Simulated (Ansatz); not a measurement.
**Tc of CoSi2 (Fm-3m) from its phonons**

Wanted: λ, ω_log and Tc of CoSi2 (Fm-3m). The cell shown first is a relaxed one, from steps not shown here.

Method: DFT PBE, scalar-relativistic, plane waves, PseudoDojo norm-conserving pseudopotentials, in the first sound run; inputs show where later runs differ, in Ansatz 0.2.0.

This is a report of a sequence of runs, with most program output left out.

### 1. The cell after earlier relaxation steps

It takes space group Fm-3m (No. 225, cubic). Conventional cell: a = 5.360 Å, b = 5.360 Å, c = 5.360 Å, α = 90.00°, β = 90.00°, γ = 90.00°. Co has 8 Si at 2.32 Å nearest. Nearest to Si lie 4 Co at 2.32 Å. Farther neighbours are not listed.

### 2. Electron–phonon run: PseudoDojo files

The run that gives the couplings also evaluates McMillan's and Allen and Dynes's formulas and, where asked, the Eliashberg equations, over a range of μ*.

The input, input.yaml:

```yaml
crystal:
  lattice:
    - [0.0, 2.6801870055, 2.6801870055]
    - [2.6801870055, 0.0, 2.6801870055]
    - [2.6801870055, 2.6801870055, 0.0]
  atoms:
    - { symbol: Co, position: [0.0, 0.0, 0.0] }
    - { symbol: Si, position: [0.25, 0.25, 0.25] }
    - { symbol: Si, position: [0.75, 0.75, 0.75] }
kpoints:
  mp_grid: { grid: [8, 8, 8] }
hamiltonian:
  xc: pbe
  pseudopotentials: { kind: nc, accuracy: standard }
scf:
  occupations: { method: methfessel_paxton, width: 0.2 }
output:
  eigenvalues: true
phonons:
  method: dfpt
  qmesh: [2, 2, 2]
  temperatures: { t_max: 1000, t_step: 50 }
  qpath:
    path:
      - [[0.0, 0.0, 0.0], [0.5, 0.0, 0.5], [0.625, 0.25, 0.625]]
      - [[0.375, 0.375, 0.75], [0.0, 0.0, 0.0], [0.5, 0.5, 0.5], [0.5, 0.25, 0.75], [0.5, 0.0, 0.5]]
    npoints: 10
  electrical_resistivity:
    mesh: [12, 12, 12]
    temperatures: [20.0, 50.0, 80.0, 100.0, 150.0, 200.0, 273.0, 300.0, 400.0, 500.0, 600.0, 800.0]
  superconductivity: { mesh: [12, 12, 12], eliashberg_equations: false }
```

Run with:

```bash
$ ansatz run input.yaml --threads 4 --pin off --max-ram 16384MiB --backend cpu --events-out ev --progress --plain --runs-dir out
```

Elapsed: 2.3 min, on 4 threads of Arm Neoverse V2, shared host; peak memory 2.3 GiB; 8.7 min of CPU time.

This run has no spin polarisation, although Co can carry a moment.

This step gave:

* volume per atom: 12.84 Å³
* metallic on mesh: yes
* gap on the k-mesh: 0 eV
* zero point energy: 0.1547 eV/cell
* share of imaginary modes in the plain interpolation between solved wavevectors: 0
* highest frequency, solved or plainly interpolated: 380.3 cm⁻¹
* Debye temperature (second moment): 539 K
* resistivity at 300 K: 10.8 μΩ cm
* coupling constant λ: 0.3996
* density of states at the Fermi level: 0.5274 states/eV a spin and cell
* log mean phonon energy ħω_log: 25.67 meV
* transport coupling constant λ_tr: 0.3931, 0.3931, 0.3931 (xx, yy, zz)
* Drude plasma energy: 6.19, 6.19, 6.19 eV (xx, yy, zz)
* resistivity times mean free path: 9.607, 9.607, 9.607 × 10⁻¹⁶ Ω m² (xx, yy, zz)
* second-moment phonon energy ħω₂: 31.28 meV

Transition temperatures:

```tsv
μ*	McMillan Tc (K)	Allen–Dynes Tc (K)
0.08	1.93	1.97
0.1	1.24	1.26
0.12	0.733	0.744
0.13	0.54	0.548
0.14	0.384	0.39
0.16	0.171	0.174
0.2	0.0152	0.0154
```

### 3. Electron–phonon run: finite displacements

Finite displacements in a supercell are the other road to force constants and couplings; here with the base functional.

This step: DFT PBE, scalar-relativistic, plane waves, PAW (Ansatz 0.2.0).

input.yaml, as its differences from that of step 2:

```diff
@@ -2,5 +2,5 @@
   lattice:
-    - [0.0, 2.6801870055, 2.6801870055]
-    - [2.6801870055, 0.0, 2.6801870055]
-    - [2.6801870055, 2.6801870055, 0.0]
+    - [0.0, 2.6798236004, 2.6798236004]
+    - [2.6798236004, 0.0, 2.6798236004]
+    - [2.6798236004, 2.6798236004, 0.0]
   atoms:
@@ -13,3 +13,2 @@
   xc: pbe
-  pseudopotentials: { kind: nc, accuracy: standard }
 scf:
@@ -19,4 +18,4 @@
 phonons:
-  method: dfpt
-  qmesh: [2, 2, 2]
+  method: fd
+  supercell: [2, 2, 2]
   temperatures: { t_max: 1000, t_step: 50 }
```

It took 1.7 min on 4 threads; peak memory 2.3 GiB; 6.5 min of CPU time.

This step gave:

```yaml
volume_per_atom: 12.83 Å³
zero_point_energy: 0.1545 eV/cell
highest_frequency_solved_or_plainly_interpolated: 378.5 cm⁻¹
debye_temperature_second_moment: 537 K
resistivity_at_300_k: 10.79 μΩ cm
coupling_constant_lambda: 0.4001
density_of_states_at_the_fermi_level: 0.524 states/eV a spin and cell
log_mean_phonon_energy_omega_log: 25.79 meV
transport_coupling_constant_lambda_tr: 0.3929, 0.3929, 0.3929 (xx, yy, zz)
drude_plasma_energy: 6.189, 6.189, 6.189 eV (xx, yy, zz)
resistivity_times_mean_free_path: 9.634, 9.634, 9.634 × 10⁻¹⁶ Ω m² (xx, yy, zz)
second_moment_phonon_energy_omega: 31.37 meV
```

Transition temperatures:

```tsv
μ*	McMillan Tc (K)	Allen–Dynes Tc (K)
0.08	1.95	1.99
0.1	1.26	1.28
0.12	0.743	0.754
0.13	0.547	0.555
0.14	0.39	0.395
0.16	0.174	0.177
0.2	0.0157	0.0158
```

### 4. Coupling and resistivity: r2SCAN at its own relaxed cell

The functional sets the lattice constant, the bands and the force constants.

This step: DFT r2SCAN, scalar-relativistic, plane waves, PAW (Ansatz 0.2.0).

input.yaml, as its differences from that of step 3:

```diff
@@ -2,5 +2,5 @@
   lattice:
-    - [0.0, 2.6798236004, 2.6798236004]
-    - [2.6798236004, 0.0, 2.6798236004]
-    - [2.6798236004, 2.6798236004, 0.0]
+    - [0.0, 2.6574221814, 2.6574221814]
+    - [2.6574221814, 0.0, 2.6574221814]
+    - [2.6574221814, 2.6574221814, 0.0]
   atoms:
@@ -12,3 +12,3 @@
 hamiltonian:
-  xc: pbe
+  xc: r2scan
 scf:
@@ -18,4 +18,4 @@
 phonons:
-  method: fd
-  supercell: [2, 2, 2]
+  method: dfpt
+  qmesh: [2, 2, 2]
   temperatures: { t_max: 1000, t_step: 50 }
```

Wall time 3.2 min (4 threads); peak memory 3.3 GiB; 13 min of CPU time.

This step gave:

```
volume per atom                                   : 12.51 Å³
zero point energy                                 : 0.1627 eV/cell
highest frequency, solved or plainly interpolated : 391.6 cm⁻¹
Debye temperature (second moment)                 : 564 K
resistivity at 300 K                              : 9.224 μΩ cm
coupling constant λ                               : 0.3813
density of states at the Fermi level              : 0.4814 states/eV a spin and cell
log mean phonon energy ħω_log                     : 28.3 meV
transport coupling constant λ_tr                  : 0.3736, 0.3736, 0.3736 (xx, yy, zz)
Drude plasma energy                               : 6.45, 6.45, 6.45 eV (xx, yy, zz)
resistivity times mean free path                  : 9.514, 9.514, 9.514 × 10⁻¹⁶ Ω m² (xx, yy, zz)
second-moment phonon energy ħω₂                   : 33.77 meV
```

Transition temperatures:

```tsv
μ*	McMillan Tc (K)	Allen–Dynes Tc (K)
0.08	1.69	1.72
0.1	1.04	1.05
0.12	0.574	0.581
0.13	0.406	0.411
0.14	0.276	0.279
0.16	0.109	0.11
0.2	0.00605	0.00611
```

The Eliashberg function α²F has structure finer than the step of the table below, so its rows give means over 2 meV, whole bins alone (the curve runs from 0.196 to 49.9 meV). Peaks (meV: height): α²F 23.3: 0.142, 39.8: 0.353, 47.6: 0.927; α²F tr 23.3: 0.174, 35.4: 0.317, 47.6: 0.913.

Eliashberg function α²F against phonon energy; means over each step:

```tsv
phonon energy (meV)	α²F	α²F tr
2	6.7e-5	1.6e-6
4	8.2e-4	1.6e-4
6	0.00379	9.1e-4
8	0.00873	0.00263
10	0.0183	0.00673
12	0.0312	0.0147
14	0.0486	0.0310
16	0.0776	0.0667
18	0.107	0.112
20	0.128	0.151
22	0.135	0.169
24	0.109	0.133
26	0.0759	0.0906
28	0.0618	0.0746
30	0.0247	0.0274
32	0.0662	0.0909
34	0.106	0.144
36	0.229	0.270
38	0.264	0.241
40	0.288	0.208
42	0.148	0.107
44	0.0922	0.0851
46	0.308	0.293
48	0.575	0.561
```

The Eliashberg function α²F has structure finer than the step of the table below, so its rows give means over 2 meV, whole bins alone (the curve runs from 0.196 to 49.9 meV). Peaks (meV: height): α²F 23.3: 0.142, 39.8: 0.353, 47.6: 0.927; Co 23.3: 0.101, 33.5: 0.0676, 47.6: 0.176; Si 39.8: 0.327, 47.6: 0.751.

Eliashberg function α²F against phonon energy; means over each step:

```tsv
phonon energy (meV)	α²F	Co	Si
2	6.7e-5	3.4e-5	3.3e-5
4	8.2e-4	4.4e-4	3.7e-4
6	0.00379	0.00200	0.00177
8	0.00873	0.00471	0.00403
10	0.0183	0.0102	0.00814
12	0.0312	0.0179	0.0133
14	0.0486	0.0290	0.0196
16	0.0776	0.0486	0.0291
18	0.107	0.0696	0.0377
20	0.128	0.0854	0.0421
22	0.135	0.0937	0.0417
24	0.109	0.0768	0.0322
26	0.0759	0.0539	0.0219
28	0.0618	0.0450	0.0168
30	0.0247	0.0180	0.00664
32	0.0662	0.0492	0.0170
34	0.106	0.0448	0.0610
36	0.229	0.0227	0.207
38	0.264	0.0254	0.239
40	0.288	0.0209	0.267
42	0.148	0.00945	0.139
44	0.0922	0.0205	0.0717
46	0.308	0.0727	0.235
48	0.575	0.116	0.460
```

### 5. Results

- meshes: q 2×2×2, k 8×8×8, scattering 12×12×12
- coupling constant λ: 0.381
- log mean phonon energy ħω_log: 28.3 meV
- Allen–Dynes Tc at μ* = 0.1: 1.05 K
- Allen–Dynes Tc at μ* = 0.13: 0.411 K

In words: In the last run (r2SCAN, q 2×2×2, k 8×8×8, scattering 12×12×12), with λ = 0.38 and ħω_log = 28.3 meV, Tc at μ* = 0.13 is 0.41 K by McMillan's formula and 0.41 K by Allen and Dynes's. Raising μ* from 0.10 to 0.16 lowers the Allen–Dynes value from 1.1 to 0.11 K. By the run's own test λ is not converged in the fine mesh: it moves by 1 % between the two finest. The run's transport test calls it not converged in the mesh; ρ(300 K) moves by 6 % in the component that moves most. The runs are not spin-polarised; where the real material orders magnetically, these values do not describe it. These meshes are coarse. Over the runs, λ takes the values 0.400, 0.400 and 0.381, in the order shown. μ* is a typed number, phonons are harmonic, and spin fluctuations are left out; at μ* = 0.13 McMillan's formula turns 1 % in λ into about 8.6 % in Tc.

[Logs are printed without paths, hosts, clocks, repeated set-up lines and the standing remarks that a program may print on its own settings, such as how far it seeks lower states.]

[Hosts, paths, dates, database ids (printed as entryN), source tags and the programs' standing remarks are cut or masked in the printed files.]
